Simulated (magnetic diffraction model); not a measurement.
## Which magnetic order? TiTe₆Br₃

Space group R-3c (no. 167), a = 15.1420 Å, c = 9.8840 Å.

```
site  atom       x       y       z
 36f    Te  0.1683  0.0759  0.4050
 18e    Br  0.0682  0.4015  0.4167
  6a    Ti       0       0     3/4
```

The compound is invented for this exercise: a known structure type with other elements, its cell scaled to their sizes and not relaxed.

Only Ti is taken to order (form factors of Ti3+); orders and moment sizes are assumed, and not adapted to the symmetry. Radiation: neutrons of λ = 1.909 Å, 2° to 35°; isotropic B of 0.25 Å² (Te), 0.35 Å² (Br) and 0.46 Å² (Ti). The intensities are simulated: I ∝ L Σ (|F_N|² + |F_M⊥|²) for unpolarised neutrons, with F_M = 2.695 fm/μB × Σ f(s) S exp(2πi Q·r) exp(−B s²) at Q = H ± k (one set where k and −k are equivalent), only the part normal to Q counting and L = 1/(sin²θ cos θ). For a modulated order the moment at position r is S exp(−2πi k·r) + c.c., with S = m/2 for a sine wave of amplitude m and S = m(u + iv)/2 for moments turning in a plane, u and v being orthogonal unit vectors in it; the phase factor of the sum at Q = H + k is then exp(2πi H·r). Form factors are spin-only for 3d ions and dipole or tabulated for f ions, scattering lengths are Sears's of 1992, and absorption is left out. A label names one of the reflections at its angle. The strongest nuclear line in the range is 100, and lines under 0.2 are left out.

Above the ordering temperature:

| 2θ (°) | index | I |
| --- | --- | --- |
| 23.82 | (0 1 2) | 23.7 |
| 24.88 | (2 1 1) | 59.1 |
| 25.23 | (3 0 0) | 6.1 |
| 27.99 | (2 0 2) | 1.3 |
| 29.21 | (2 2 0) | 100.0 |
| 31.66 | (1 2 2) | 88.6 |
| 32.48 | (1 3 1) | 3.8 |

Below it (cell unchanged):

```csv
2θ (°),I
12.09,0.9
14.71,0.7
16.94,1.1
20.70,0.7
22.36,0.3
23.82,23.7
23.90,0.5
24.88,59.1
25.23,6.1
27.99,1.3
28.06,0.3
29.21,100.0
29.32,0.3
31.66,88.6
31.72,0.2
32.48,3.8
```

**Question.** Check that the new lines index with k = (1/3 1/3 0), then choose among these models:
A. a sine wave with moments along [001] (amplitudes given), 0.82 μB on Ti; signs + at (0, 0, 3/4), − at (0, 0, 1/4)
B. moments turning in the plane of [100] and [001], 0.82 μB on Ti; signs + at (0, 0, 3/4), − at (0, 0, 1/4)
C. a sine wave with moments along [010] (amplitudes given), 0.82 μB on Ti; signs + at (0, 0, 3/4), − at (0, 0, 1/4)
D. moments turning in the plane of [100] and [010], 0.82 μB on Ti; signs + at (0, 0, 3/4), − at (0, 0, 1/4)

The new lines index as (2/3 -1/3 1) at 12.09°, (-2/3 4/3 1) at 14.71°, (4/3 1/3 1) at 16.94° and (5/3 2/3 1) at 20.70°, that is as H ± k with k = (1/3 1/3 0), one of 3 inequivalent arms of its star (k and −k counted as one), which a powder can't tell apart. Satellites come in pairs about each point of the reciprocal lattice.

Magnetic intensity, observed (below minus above) and for each model:

| 2θ (°) | index | observed | A | B | C | D |
| --- | --- | --- | --- | --- | --- | --- |
| 12.09 | (2/3 -1/3 1) | 0.9 | <0.2 | 0.9 | 0.8 | 1.6 |
| 14.71 | (-2/3 4/3 1) | 0.7 | 0.2 | 0.7 | 0.4 | 0.9 |
| 16.94 | (4/3 1/3 1) | 1.1 | 0.5 | 1.1 | 0.6 | 1.2 |
| 20.70 | (5/3 2/3 1) | 0.7 | 0.4 | 0.7 | 0.3 | 0.7 |

Model B matches.

The structure used: k = (1/3 1/3 0), moments turning in the plane of [100] and [001], 0.82 μB on Ti; signs + at (0, 0, 3/4), − at (0, 0, 1/4).

[Logs are printed without paths, hosts, clocks, repeated set-up lines and the standing remarks that a program may print on its own settings, such as how far it seeks lower states.]
